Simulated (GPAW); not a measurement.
Consider zinc-blende (GaAs)1-x(AlAs)x, x = 0.125.

```xyz
16
Lattice="0.0000 5.6540 5.6540 5.6540 0.0000 5.6540 5.6540 5.6540 0.0000" Properties=species:S:1:pos:R:3 pbc="T T T"
Ga    5.6551   11.2994    5.6567
As    1.4163    1.4103    1.4031
Al    8.4769    8.4721   11.2911
As    4.2214    4.2335    1.3989
Ga    8.4716    5.6459    2.8265
As    4.2275    1.4002    4.2478
Ga    5.6243    2.8144    2.8187
As    7.0556    4.2197    4.2236
Ga    5.6484    8.4648    2.8205
As    1.4048    4.2233    4.2399
Ga    8.4642    5.6419    8.4746
As    4.2299    7.0545    4.2297
Ga    8.4772    8.4772    5.6650
As    4.2417    4.2409    7.0669
Ga    5.6535    5.6417    5.6354
As    7.0503    7.0593    7.0642
```

Absorber: atom 2, with 1 Al at 2.44 Å and 3 Ga at 2.44 Å (tetrahedral). Method: GPAW, LDA, excited-electron core hole (neutral cell), 16-atom cell with 8.0 Å between holes, 4×4×4 k points, dipole transitions, Gaussian full width 2.14 eV up to 4 eV, rising linearly to 3.5 eV at 25 eV.

Where do the maxima of the As K edge fall?

Main maxima up to 27 eV above the zero (height): 4.6 eV (1.51), 7.2 eV (1.34), 13.4 eV (0.86), 18.4 eV (0.93) and 25.8 eV (1.05). A K edge sees empty p states on the absorber. 

The As K spectrum (energy from the bottom of the conduction band, which holds the excited electron; intensity scaled to a mean of 1 over the first 20 eV):

```
E (eV)  intensity
  -2.0       0.00
  -1.4       0.01
  -0.8       0.03
  -0.2       0.13
   0.4       0.34
   1.0       0.66
   1.6       0.96
   2.2       1.12
   2.8       1.16
   3.4       1.25
   4.0       1.42
   4.6       1.51
   5.2       1.43
   5.8       1.31
   6.4       1.30
   7.0       1.34
   7.6       1.33
   8.2       1.26
   8.8       1.17
   9.4       1.08
  10.0       0.97
  10.6       0.87
  11.2       0.81
  11.8       0.81
  12.4       0.83
  13.0       0.86
  13.6       0.86
  14.2       0.83
  14.8       0.79
  15.4       0.75
  16.0       0.74
  16.6       0.78
  17.2       0.85
  17.8       0.91
  18.4       0.93
  19.0       0.91
  19.6       0.89
  20.2       0.88
  20.8       0.89
  21.4       0.90
  22.0       0.89
  22.6       0.87
  23.2       0.86
  23.8       0.89
  24.4       0.95
  25.0       1.01
  25.6       1.05
  26.2       1.03
  26.8       0.96
  27.4       0.85
```

The script folds with a Gaussian, whereas the core hole's own line is a Lorentzian, so the onset is too steep and the first peak too high.

[Banner, clock and machine lines of the logs are left out without a mark of their own.]

[Logs are printed without paths, hosts, clocks, repeated set-up lines and the standing remarks that a program may print on its own settings, such as how far it seeks lower states.]

[Hosts, paths, dates, database ids (printed as entryN), source tags and the programs' standing remarks are cut or masked in the printed files.]

[Lists of maxima count a maximum above −3 eV only where it reaches 4 % of the highest in the window and stands out from its surroundings by 2 % of it (1.5 % where it reaches 55 %); shoulders and weaker maxima are passed over, and of the rest the first, up to two pre-edge ones and the few strongest are named.]
